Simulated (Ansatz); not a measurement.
# Work function of Fe(110): what the settings cost and change

How far do functional and pseudopotentials move the work function of Fe(110), and at what cost?

Program: Ansatz 0.2.0. Level of theory: plane-wave DFT, PBE, Ansatz PAW, in the first sound run; inputs show where later runs differ. Values are calculated unless marked as measured.

The experiments to compare with:

“Anisotropic work function of elemental crystals” (2019, arxiv:1902.07811) quotes from earlier work for Fe (clean (110) face, a compiled value): work function (clean (110) face, a compiled value) 5.12 eV.

**1. Set-up**

The cell holds 7 atoms: 7 Fe. Cell: a = 2.485 Å, b = 2.485 Å, c = 30.176 Å, α = 90.0°, β = 90.0°, γ = 70.5°. Vacuum lies along c.

**2. Slab, setting PBE, Ansatz PAW (420 eV)**

A work function rests on the faint tail of the density, so the SCF threshold is tight. PBE on the default files comes first; the next runs keep the geometry and change functional or files, each at the cutoff that its files recommend; a relaxation and, for heavy metals, spin-orbit coupling close the ladder.

File input.yaml:

```yaml
crystal:
  lattice:
    - [2.029396462, -1.435, 0.0]
    - [2.029396462, 1.435, 0.0]
    - [0.0, 0.0, 30.176378772]
  atoms:
    - { symbol: Fe, position: [0.0, 0.0, 0.2982465215], spin: 2.5 }
    - { symbol: Fe, position: [0.5, 0.5, 0.365497681], spin: 2.5 }
    - { symbol: Fe, position: [0.0, 0.0, 0.4327488405], spin: 2.5 }
    - { symbol: Fe, position: [0.5, 0.5, 0.5], spin: 2.5 }
    - { symbol: Fe, position: [0.0, 0.0, 0.5672511595], spin: 2.5 }
    - { symbol: Fe, position: [0.5, 0.5, 0.634502319], spin: 2.5 }
    - { symbol: Fe, position: [0.0, 0.0, 0.7017534785], spin: 2.5 }
magnetization:
  spin_polarized: true
kpoints:
  mp_grid: { grid: [17, 17, 1] }
hamiltonian:
  xc: pbe
scf:
  occupations: { method: fermi_dirac, width: 0.1 }
  convergence: { dr2_threshold: 1.0e-09 }
efield:
  axis: 3
  dipole_correction: true
  ramp_position: 0.97
  ramp_width: 0.06
output:
  write_potential: true
  write_density: true
  volumetric_format: npy
  elf: true
```

Run with:

```sh
ansatz run input.yaml --threads 4 --pin off --max-ram 6144MiB --backend cpu --events-out ev --progress --plain --runs-dir out
```

The program printed:

```text
Engine: ansatz 0.2.0, x86_64-unknown-linux-gnu
Pseudopotentials: kind: paw
Pseudopotential: Fe, paw, valence charge 16, recommended cutoff 420 eV (normal), Fe.paw.azcp
Functional definition: PBE
  parameter kappa = 0.804
  parameter beta = 0.066725
  exchange = pbe_x(kappa = kappa, mu = beta*pi^2/3)
  correlation = pbe_c(beta = beta)
Crystal: 7 atoms, lattice volume = 175.758 Å³
Basis set: ecut = 420 eV, 3403 PW (Γ)
Bands: 78, of which v1, the nominal top of the filled ones, is band 56 counted from 1 (55 counted from 0)
Symmetry: 4 space group operations
k-points: 81 of 289
Non-local potential: Fe, projectors of the file, l = 0: 3, l = 1: 2, l = 2: 3, l = 3: 1
PAW form: soft (Blöchl's): semilocal exchange-correlation on the pseudo side does not see the compensation charge
PAW one-centre angular grid: Fe, 590 points (default); XC on 64 Gauss nodes
Initial density: superposition of atomic densities (neutral atoms: chi_scale 0, normalization atom)
Starting moments: Σ|m| = 17.5 μB on 7 of 7 sites
Initial wavefunctions: pseudopotential atomic-orbital guess
Functional: x = pbe(κ = 0.804, μ = 0.219515), c = pbe(β = 0.066725)
SCF iter   1: F=—  HF=-31360.875237 eV  |F-HF|=—  |Δ(HF+E_count)|=         —  Δρ=5.46e-2 (↑3.02e-2 ↓5.46e-2)  dr2=1.94e1  dr2_m=1.37e0  M=16.732 μB ∫|m|=16.938 μB  β_m=1.00  ethr=3.10e-3  p=0.000 e·Å  D=3.68e-13 V/Å  ΔV_dip=-0.00 eV  dr2_dipole=2.50e-7  V_vac-E_F(+/−)=7.71/7.71 eV  ⟨swp⟩=9.3  Hψ=60381  notcnv=0  defer=242
Mixer restart at iter 1: flushing history
efield: sawtooth ramp at fractional position 0.9700 (set: `efield.ramp_position`, or a place that a band, a saddle search or an elastic batch's reference lends), width 0.0600; the density the first Hamiltonian is built on has a dipole p = 0.000 e·Å; the dipole correction subtracts the counter field D = 3.68e-13 V/Å, which shifts the + side's vacuum level by -0.00 eV against the − side's; the planar-averaged density in the ramp window peaks in size at 1.7e-5 e/Å³
preconditioner: auto → LDOS  [metal: Δε(μ)=0.002 eV  Ē_g=6.844 eV  σ=0.100 eV  W_gap=0.00  n_scr=24 (ndim 8)  ℏωp=21.0 eV  f_vac=0.483  D(μ)=7.90/eV (n_scr^D=62)]
spin=Collinear: LDOS preconditioning applied to the charge; magnetization (m = ρ↑ − ρ↓) channel mixes plain (no charge-response kernel on spin).
SCF iter   2: F=—  HF=-31358.130232 eV  |F-HF|=—  |Δ(HF+E_count)|=    2.75e0  Δρ=2.01e-2 (↑2.01e-2 ↓1.19e-2)  dr2=2.35e0  dr2_m=3.08e-1  M=17.054 μB ∫|m|=17.647 μB  β_m=0.32  ethr=3.10e-3  p=0.000 e·Å  D=2.39e-5 V/Å  ΔV_dip=-0.00 eV  dr2_dipole=5.12e-7  V_vac-E_F(+/−)=6.48/6.48 eV  ⟨swp⟩=3.4  Hψ=26344  notcnv=0  defer=732
density mixer auto → msr1: a metal under ldos (density of states about μ 2.81 of a free-electron gas's, 24 screened modes)
SCF iter   3: F=—  HF=-31359.763524 eV  |F-HF|=—  |Δ(HF+E_count)|=    1.63e0  Δρ=1.03e-2 (↑1.03e-2 ↓7.31e-3)  dr2=2.53e-1  dr2_m=9.96e-2  M=16.727 μB ∫|m|=17.429 μB  β_m=0.44  ethr=2.10e-3  p=0.000 e·Å  D=1.40e-6 V/Å  ΔV_dip=-0.00 eV  dr2_dipole=1.05e-10  V_vac-E_F(+/−)=5.81/5.81 eV  ⟨swp⟩=2.6  Hψ=17317  notcnv=0  defer=747
SCF iter   4: F=—  HF=-31361.158489 eV  |F-HF|=—  |Δ(HF+E_count)|=    1.39e0  Δρ=6.90e-3 (↑6.90e-3 ↓5.57e-3)  dr2=1.42e-1  dr2_m=4.58e-2  M=16.675 μB ∫|m|=17.453 μB  β_m=0.55  ethr=2.26e-4  p=-0.000 e·Å  D=-6.59e-6 V/Å  ΔV_dip=0.00 eV  dr2_dipole=1.53e-9  V_vac-E_F(+/−)=5.20/5.20 eV  ⟨swp⟩=3.2  Hψ=25119  notcnv=0  defer=774
SCF iter   5: F=—  HF=-31361.590325 eV  |F-HF|=—  |Δ(HF+E_count)|=   4.32e-1  Δρ=4.55e-3 (↑4.55e-3 ↓1.83e-3)  dr2=2.04e-2  dr2_m=1.41e-2  M=16.758 μB ∫|m|=17.530 μB  β_m=0.77  ethr=1.27e-4  p=-0.000 e·Å  D=-1.12e-5 V/Å  ΔV_dip=0.00 eV  dr2_dipole=5.80e-8  V_vac-E_F(+/−)=5.01/5.00 eV  ⟨swp⟩=2.3  Hψ=22759  notcnv=0  defer=796
SCF iter   6: F=—  HF=-31361.657049 eV  |F-HF|=—  |Δ(HF+E_count)|=   6.67e-2  Δρ=3.46e-3 (↑3.46e-3 ↓9.80e-4)  dr2=2.34e-2  dr2_m=4.38e-3  M=16.765 μB ∫|m|=17.569 μB  β_m=0.68  ethr=1.82e-5  p=-0.000 e·Å  D=-3.77e-6 V/Å  ΔV_dip=0.00 eV  dr2_dipole=3.46e-7  V_vac-E_F(+/−)=4.86/4.86 eV  ⟨swp⟩=2.9  Hψ=27311  notcnv=0  defer=796
SCF iter   7: F=—  HF=-31361.653507 eV  |F-HF|=—  |Δ(HF+E_count)|=   3.54e-3  Δρ=1.13e-3 (↑1.13e-3 ↓4.03e-4)  dr2=4.70e-3  dr2_m=4.30e-4  M=16.750 μB ∫|m|=17.566 μB  β_m=0.59  ethr=1.82e-5  p=-0.000 e·Å  D=-6.98e-6 V/Å  ΔV_dip=0.00 eV  dr2_dipole=6.77e-8  V_vac-E_F(+/−)=4.79/4.79 eV  ⟨swp⟩=2.3  Hψ=22375  notcnv=0  defer=770
SCF iter   8: F=—  HF=-31361.652817 eV  |F-HF|=—  |Δ(HF+E_count)|=   6.89e-4  Δρ=3.66e-4 (↑3.66e-4 ↓1.23e-4)  dr2=3.04e-4  dr2_m=5.54e-5  M=16.734 μB ∫|m|=17.557 μB  β_m=0.62  ethr=4.19e-6  p=-0.000 e·Å  D=-4.93e-6 V/Å  ΔV_dip=0.00 eV  dr2_dipole=2.82e-9  V_vac-E_F(+/−)=4.76/4.76 eV  ⟨swp⟩=2.6  Hψ=21020  notcnv=0  defer=774
SCF iter   9: F=—  HF=-31361.652899 eV  |F-HF|=—  |Δ(HF+E_count)|=   8.16e-5  Δρ=9.98e-5 (↑9.98e-5 ↓9.61e-5)  dr2=3.14e-5  dr2_m=1.11e-5  M=16.736 μB ∫|m|=17.559 μB  β_m=0.64  ethr=2.71e-7  p=-0.000 e·Å  D=-2.47e-6 V/Å  ΔV_dip=0.00 eV  dr2_dipole=1.26e-10  V_vac-E_F(+/−)=4.75/4.75 eV  ⟨swp⟩=2.4  Hψ=18317  notcnv=0  defer=773
SCF iter  10: F=—  HF=-31361.652881 eV  |F-HF|=—  |Δ(HF+E_count)|=   1.82e-5  Δρ=8.57e-5 (↑8.57e-5 ↓2.66e-5)  dr2=1.42e-5  dr2_m=2.38e-6  M=16.734 μB ∫|m|=17.558 μB  β_m=0.72  ethr=2.81e-8  p=-0.000 e·Å  D=-1.19e-6 V/Å  ΔV_dip=0.00 eV  dr2_dipole=1.97e-9  V_vac-E_F(+/−)=4.74/4.74 eV  ⟨swp⟩=3.3  Hψ=24066  notcnv=0  defer=774
SCF iter  11: F=—  HF=-31361.652900 eV  |F-HF|=—  |Δ(HF+E_count)|=   1.92e-5  Δρ=3.54e-5 (↑3.54e-5 ↓1.51e-5)  dr2=3.10e-6  dr2_m=3.33e-7  M=16.735 μB ∫|m|=17.559 μB  β_m=0.63  ethr=1.27e-8  p=-0.000 e·Å  D=-8.80e-7 V/Å  ΔV_dip=0.00 eV  dr2_dipole=3.34e-9  V_vac-E_F(+/−)=4.74/4.74 eV  ⟨swp⟩=2.3  Hψ=21116  notcnv=0  defer=774
SCF iter  12: F=—  HF=-31361.652900 eV  |F-HF|=—  |Δ(HF+E_count)|=   3.85e-7  Δρ=1.15e-5 (↑1.15e-5 ↓4.77e-6)  dr2=3.05e-7  dr2_m=5.76e-8  M=16.735 μB ∫|m|=17.559 μB  β_m=0.76  ethr=2.77e-9  p=-0.000 e·Å  D=-3.60e-7 V/Å  ΔV_dip=0.00 eV  dr2_dipole=2.18e-10  V_vac-E_F(+/−)=4.74/4.74 eV  ⟨swp⟩=2.2  Hψ=17767  notcnv=0  defer=774
SCF iter  13: F=—  HF=-31361.652901 eV  |F-HF|=—  |Δ(HF+E_count)|=   2.21e-7  Δρ=5.10e-6 (↑5.10e-6 ↓2.43e-6)  dr2=7.54e-8  dr2_m=6.15e-9  M=16.735 μB ∫|m|=17.559 μB  β_m=0.73  ethr=2.73e-10  p=-0.000 e·Å  D=-4.36e-7 V/Å  ΔV_dip=0.00 eV  dr2_dipole=4.66e-9  V_vac-E_F(+/−)=4.74/4.74 eV  ⟨swp⟩=2.5  Hψ=21228  notcnv=0  defer=774
SCF iter  14: F=—  HF=-31361.652901 eV  |F-HF|=—  |Δ(HF+E_count)|=   5.46e-8  Δρ=3.62e-6 (↑3.62e-6 ↓1.25e-6)  dr2=3.14e-8  dr2_m=3.64e-9  M=16.735 μB ∫|m|=17.559 μB  β_m=0.57  ethr=6.73e-11  p=0.000 e·Å  D=1.68e-7 V/Å  ΔV_dip=-0.00 eV  dr2_dipole=3.76e-9  V_vac-E_F(+/−)=4.74/4.74 eV  ⟨swp⟩=2.5  Hψ=23419  notcnv=0  defer=774
SCF iter  15: F=—  HF=-31361.652901 eV  |F-HF|=—  |Δ(HF+E_count)|=   5.34e-9  Δρ=1.21e-6 (↑1.21e-6 ↓4.89e-7)  dr2=2.71e-9  dr2_m=5.44e-10  M=16.735 μB ∫|m|=17.559 μB  β_m=0.55  ethr=2.80e-11  p=-0.000 e·Å  D=-3.89e-8 V/Å  ΔV_dip=0.00 eV  dr2_dipole=5.29e-12  V_vac-E_F(+/−)=4.74/4.74 eV  ⟨swp⟩=2.2  Hψ=18055  notcnv=0  defer=774
SCF iter  16: F=—  HF=-31361.652901 eV  |F-HF|=—  |Δ(HF+E_count)|=  7.71e-10  Δρ=5.36e-7 (↑5.36e-7 ↓3.35e-7)  dr2=1.11e-9  dr2_m=7.88e-11  M=16.735 μB ∫|m|=17.559 μB  β_m=0.47  ethr=2.42e-12  p=-0.000 e·Å  D=-1.79e-8 V/Å  ΔV_dip=0.00 eV  dr2_dipole=2.66e-11  V_vac-E_F(+/−)=4.74/4.74 eV  ⟨swp⟩=3.0  Hψ=25456  notcnv=0  defer=774
SCF iter  17: F=—  HF=-31361.652901 eV  |F-HF|=—  |Δ(HF+E_count)|=  6.26e-10  Δρ=1.57e-7 (↑1.57e-7 ↓1.40e-7)  dr2=8.25e-11  dr2_m=2.35e-11  M=16.735 μB ∫|m|=17.559 μB  β_m=0.63  ethr=1.00e-12  p=-0.000 e·Å  D=-1.34e-8 V/Å  ΔV_dip=0.00 eV  dr2_dipole=5.05e-12  V_vac-E_F(+/−)=4.74/4.74 eV  ⟨swp⟩=2.4  Hψ=19441  notcnv=0  defer=774
SCF iter  18: F=-31361.652901 eV  HF=-31361.652901 eV  |F-HF|=1.46e-10  |Δ(HF+E_count)|=  3.64e-11  Δρ=7.53e-8 (↑5.53e-8 ↓7.53e-8)  dr2=4.67e-11  dr2_m=1.89e-12  M=16.735 μB ∫|m|=17.559 μB  ethr=1.00e-12  p=-0.000 e·Å  D=-2.45e-9 V/Å  ΔV_dip=0.00 eV  dr2_dipole=1.46e-12  V_vac-E_F(+/−)=4.74/4.74 eV  ⟨swp⟩=10.8  Hψ=47454  notcnv=0
SCF 1 converged in 18 iterations: F = -31361.652901 eV  dr2 = 4.67e-11
  greatest PAW one-centre occupation: 1.002 electrons in one spin orbital (limit 2), on the Fe atom at site 0 (counted from 0), in its partial waves of l = 1
WARN: The output density's exchange-correlation potential varies sharply where the density is thin. Do not read a vacuum level from v_tot or v_xc, or from such a field of the output density. On a cell that repeats whose density bears no net charge and no dipole along the vacuum's axis use v_es (v_loc + v_h of the components); under efield.dipole_correction with no amplitude use v_es + v_field, which holds any externa [...]
SCF converged after 18 iterations
Magnetization: 16.7348 μB (64.3674 up, 47.6326 down)
Absolute magnetization: 17.5595 μB (∫|ρ↑−ρ↓|, with the PAW one-centre terms)
Spin contamination: 0.3183 ħ² per cell (⟨S²⟩ above its minimum at these occupations)
Per-site moments (μB) at R_I (Å): [(2.646583, 1.025266), (2.389950, 1.025266), (2.294927, 1.025266), (2.270841, 1.025266), (2.294927, 1.025266), (2.389950, 1.025266), (2.646583, 1.025266)]
Free energy (F): -31361.652901 eV
Harris-Foulkes:  -31361.652901 eV  (|F-HF|=1.46e-10)
Internal energy: -31361.400659 eV  (E = F + TS)
E sigma→0 (E₀):  -31361.526780 eV
Entropy (-TS):   -0.252242 eV (-36.035 meV/atom)
Fermi energy:    5.909765 eV
Dipole field:    D = 0.000002 V/Å  (p = 0.000002 e·Å, saw-weighted, corrected)
Work function:   Φ+ = 4.7376 eV   Φ− = 4.7377 eV
Levels:          The Fermi level and band energies are counted from a zero that moves with the ramp; work functions are not
--- Per-component energies (eV) ---
  E_band       = -2883.129679
  E_kinetic    = 2441.714124
  E_local      = -293004.343292  (includes V_loc(G=0)·N_el)
  E_nonlocal   = 1541.312938
  E_hartree    = 144647.822040
  E_xc         = -818.820308
  E_vxc        = -1053.877009  (∫ρ·V_xc dr)
  E_paw        = -9571.145061  (= ΣΔE_a)
  E_vpaw       = -2103.588320  (= ΣTr[D̂ρ^β])
  E_aug_tail   = 0.005574  (compensation charges beyond the density's cutoff)
  E_efield     = 0.000000  (sawtooth field / dipole correction)
  E_vefield    = 0.000000  (∫n·V_field dr)
  E_ewald      = 123402.053327
  E_smearing   = -0.252242  (= −TS)
  E_closure    = -0.000000  (closes the sum)
  Σ components = -31361.652901   (vs F -31361.652901, Δ=0.00e0)
--- Band table (eV; the first three rows and the last of 162) ---
  k-point 0 ↑: bands = [... 52 lower, 4.6497, 4.6798, 4.7253, 4.7641, 4.7641, 4.7655, 4.7859, 4.8399, ... 18 higher]
  k-point 1 ↑: bands = [... 52 lower, 4.6280, 4.6390, 4.6517, 4.6782, 4.7408, 4.7594, 4.8114, 4.8125, ... 18 higher]
  k-point 2 ↑: bands = [... 52 lower, 4.5317, 4.5597, 4.6267, 4.6316, 4.6495, 4.7351, 4.7489, 4.7957, ... 18 higher]
  k-point 80 ↓: bands = [... 52 lower, 7.4261, 7.6876, 7.7631, 8.0835, 8.1431, 8.1864, 8.2534, 8.3080, ... 18 higher]
```

Elapsed: 4.1 min, on 4 threads of Intel Xeon Platinum 8488C (Sapphire Rapids), shared host; peak memory 2.3 GiB; 14 min of CPU time.

Read from the output:

| Quantity | Value |
| --- | --- |
| energy at zero smearing | -31361.5268 eV |
| total moment | 16.73 μB |
| site moments | 2.647, 2.390, 2.295, 2.271, 2.295, 2.390, 2.647 μB |
| work function, upper face | 4.738 eV |

Running mean over 2.029 Å of the planar mean; the ramp of the sawtooth is left out. The electron's electrostatic potential energy less the Fermi level by z:

z (Å), electron's electrostatic potential energy less the Fermi level (eV) and a bar from the least value:
```
      3.5       4.74 ##############################
      4.0       4.74 ##############################
      4.5       4.74 ##############################
      5.0       4.73 ##############################
      5.5       4.72 ##############################
      6.0       4.67 ##############################
      6.5       4.49 #############################
      7.0       3.90 ############################
      7.5       1.68 ########################
      8.0      -3.18 #############
      8.5      -7.80 ####
      9.0      -9.40 
      9.5      -9.51 
     10.0      -9.48 
     10.5      -9.47 
     11.0      -9.46 
     11.5      -9.43 
     12.0      -9.42 
     12.5      -9.41 
     13.0      -9.40 
     13.5      -9.39 
     14.0      -9.39 
     14.5      -9.39 
     15.0      -9.39 
     15.5      -9.39 
     16.0      -9.39 
     16.5      -9.39 
     17.0      -9.40 
     17.5      -9.41 
     18.0      -9.41 
     18.5      -9.43 
     19.0      -9.45 
     19.5      -9.47 
     20.0      -9.48 
     20.5      -9.50 
     21.0      -9.50 
     21.5      -8.72 ##
     22.0      -5.04 #########
     22.5       0.20 ####################
     23.0       3.42 ###########################
     23.5       4.36 #############################
     24.0       4.63 ##############################
     24.5       4.71 ##############################
     25.0       4.73 ##############################
     25.5       4.73 ##############################
     26.0       4.74 ##############################
     26.5       4.74 ##############################
```

Site moment by atom:

| atom | site moment (μB) |
| --- | --- |
| Fe1 | 2.65 |
| Fe2 | 2.39 |
| Fe3 | 2.29 |
| Fe4 | 2.27 |
| Fe5 | 2.29 |
| Fe6 | 2.39 |
| Fe7 | 2.65 |

Spin density in the ca plane at fractional y = 0.000, with atoms of Fe within 0.2 Å of it.

Ten even steps from '0' (0.0 e/Å³) to '9' (4.9 e/Å³), each cell a mean:
```
00000002640000000026510000000166200000000000
00000000110000000001100000000011000000000000
00000000000000000000000000000000000000000000
00000000000000000000000000000000000000000000
00000000000000000000000000000000000000000000
00000000000000000000000000000000000000000000
00000001430000000014310000000144100000000000
00000003961000000029710000000299200000000000
```
Columns run along c (16.0 Å, from fractional 0.34 to 0.87 of the cell), rows up along a (2.5 Å). Atoms in or near the plane, at fractional coordinates: Fe at (0.43, 0.00), Fe at (0.57, 0.00), Fe at (0.70, 0.00).

Valence density in the ca plane at fractional y = 0.000, with atoms of Fe within 0.2 Å of it. It is the smooth field of the valence electrons, not physical close to the nuclei.

Ten steps, logarithmic in the rise over the least value, from '0' (0 e/Å³) to '9' (28 e/Å³), each cell a mean:
```
11111137985111111269852111112689620000000000
11111124653111111146631111111366410000000000
11111112221111111122211111111122100000000000
11111111111111111111111111111111100000000000
11111111221111111112211111111122100000000000
11111113542111111134421111111244310000000000
11111126874111111268851111112588510000000000
11111137995111111379962111112699720000000000
```
Columns run along c (16.0 Å, from fractional 0.34 to 0.87 of the cell), rows up along a (2.5 Å). Atoms in or near the plane, at fractional coordinates: Fe at (0.43, 0.00), Fe at (0.57, 0.00), Fe at (0.70, 0.00).

ELF in the ca plane at fractional y = 0.000, with atoms of Fe within 0.2 Å of it. It is the smooth field of the valence electrons, not physical close to the nuclei.

Values, 5 rows by 16 columns, each cell a mean:
```
0.30 0.31 0.34 0.51 0.28 0.31 0.32 0.54 0.27 0.31 0.30 0.57 0.13 0.06 0.01 0.00
0.31 0.29 0.24 0.23 0.31 0.29 0.25 0.23 0.31 0.28 0.26 0.24 0.19 0.08 0.01 0.00
0.32 0.30 0.30 0.25 0.34 0.30 0.31 0.25 0.34 0.28 0.31 0.24 0.26 0.09 0.01 0.00
0.30 0.29 0.25 0.30 0.29 0.29 0.25 0.32 0.29 0.28 0.25 0.34 0.15 0.07 0.01 0.00
0.30 0.32 0.39 0.61 0.28 0.33 0.36 0.64 0.27 0.33 0.34 0.68 0.13 0.05 0.01 0.00
```
Columns run along c (16.0 Å, from fractional 0.34 to 0.87 of the cell), rows up along a (2.5 Å). Atoms in or near the plane, at fractional coordinates: Fe at (0.43, 0.00), Fe at (0.57, 0.00), Fe at (0.70, 0.00).

The work function is 4.738 eV.

**3. Slab**

This step: plane-wave DFT, LDA, Ansatz PAW (Ansatz 0.2.0).

input.yaml: that of step 2 with these lines changed.

```diff
@@ -18,3 +18,3 @@
 hamiltonian:
-  xc: pbe
+  xc: lda
 scf:
@@ -31,2 +31 @@
   volumetric_format: npy
-  elf: true
```

The program printed:

```text
[...]
Crystal: 7 atoms, lattice volume = 175.758 Å³
Basis set: ecut = 420 eV, 3403 PW (Γ)
Bands: 78, of which v1, the nominal top of the filled ones, is band 56 counted from 1 (55 counted from 0)
Symmetry: 4 space group operations
k-points: 81 of 289
[...]
k-point 1 ↑: bands = [... 52 lower, 4.3708, 4.3847, 4.4112, 4.4165, 4.5227, 4.5261, 4.5527, 4.5685, ... 18 higher]
  k-point 2 ↑: bands = [... 52 lower, 4.2853, 4.3084, 4.3665, 4.3708, 4.3883, 4.5046, 4.5145, 4.5228, ... 18 higher]
  k-point 80 ↓: bands = [... 52 lower, 6.8797, 7.2346, 7.3149, 7.6379, 7.6962, 7.7465, 7.8114, 7.8246, ... 18 higher]
[key lines of the parts left out:]
SCF converged after 18 iterations
Magnetization: 16.4125 μB (64.2062 up, 47.7938 down)
Free energy (F): -30936.668066 eV
Fermi energy:    5.545962 eV
Dipole field:    D = -0.000002 V/Å  (p = -0.000002 e·Å, saw-weighted, corrected)
Work function:   Φ+ = 5.0825 eV   Φ− = 5.0824 eV
```

Run time: 4.8 min. Hardware: 4 threads; peak memory 2.3 GiB.

The work function is 5.083 eV, +0.345 eV from the run “PBE, Ansatz PAW (420 eV)”, at 1.0 times its CPU time.

**4. Slab**

This step: plane-wave DFT, PBEsol, Ansatz PAW (Ansatz 0.2.0).

input.yaml: that of step 3 with these lines changed.

```diff
@@ -18,3 +18,3 @@
 hamiltonian:
-  xc: lda
+  xc: pbesol
 scf:
```

The program printed:

```text
[...]
Crystal: 7 atoms, lattice volume = 175.758 Å³
Basis set: ecut = 420 eV, 3403 PW (Γ)
Bands: 78, of which v1, the nominal top of the filled ones, is band 56 counted from 1 (55 counted from 0)
Symmetry: 4 space group operations
k-points: 81 of 289
[...]
k-point 1 ↑: bands = [... 52 lower, 4.5148, 4.5233, 4.5502, 4.5625, 4.6367, 4.6581, 4.7079, 4.7087, ... 18 higher]
  k-point 2 ↑: bands = [... 52 lower, 4.4185, 4.4520, 4.5130, 4.5292, 4.5312, 4.6327, 4.6470, 4.6832, ... 18 higher]
  k-point 80 ↓: bands = [... 52 lower, 7.2502, 7.5651, 7.6438, 7.9698, 8.0299, 8.0768, 8.1415, 8.1671, ... 18 higher]
[key lines of the parts left out:]
SCF converged after 17 iterations
Magnetization: 16.7629 μB (64.3814 up, 47.6186 down)
Free energy (F): -31139.620740 eV
Fermi energy:    5.778921 eV
Dipole field:    D = -0.000027 V/Å  (p = -0.000027 e·Å, saw-weighted, corrected)
Work function:   Φ+ = 4.8468 eV   Φ− = 4.8459 eV
```

Wall time 3.4 min (4 threads); peak memory 2.3 GiB; 12 min of CPU time.

The work function is 4.847 eV, +0.109 eV from the run “PBE, Ansatz PAW (420 eV)”, at 0.84 times its CPU time.

[end of part 1 of 2]

[Long decimals in the printed logs are rounded to 6 places.]

[Logs are printed without paths, hosts, clocks, repeated set-up lines and the standing remarks that a program may print on its own settings, such as how far it seeks lower states.]

[Hosts, paths, dates, database ids (printed as entryN), source tags and the programs' standing remarks are cut or masked in the printed files.]

[Maps of the electrostatic potential energy from Ansatz leave out the sawtooth potential of an applied field or a dipole correction, so their vacuum need not be flat; planar profiles and work functions include it.]
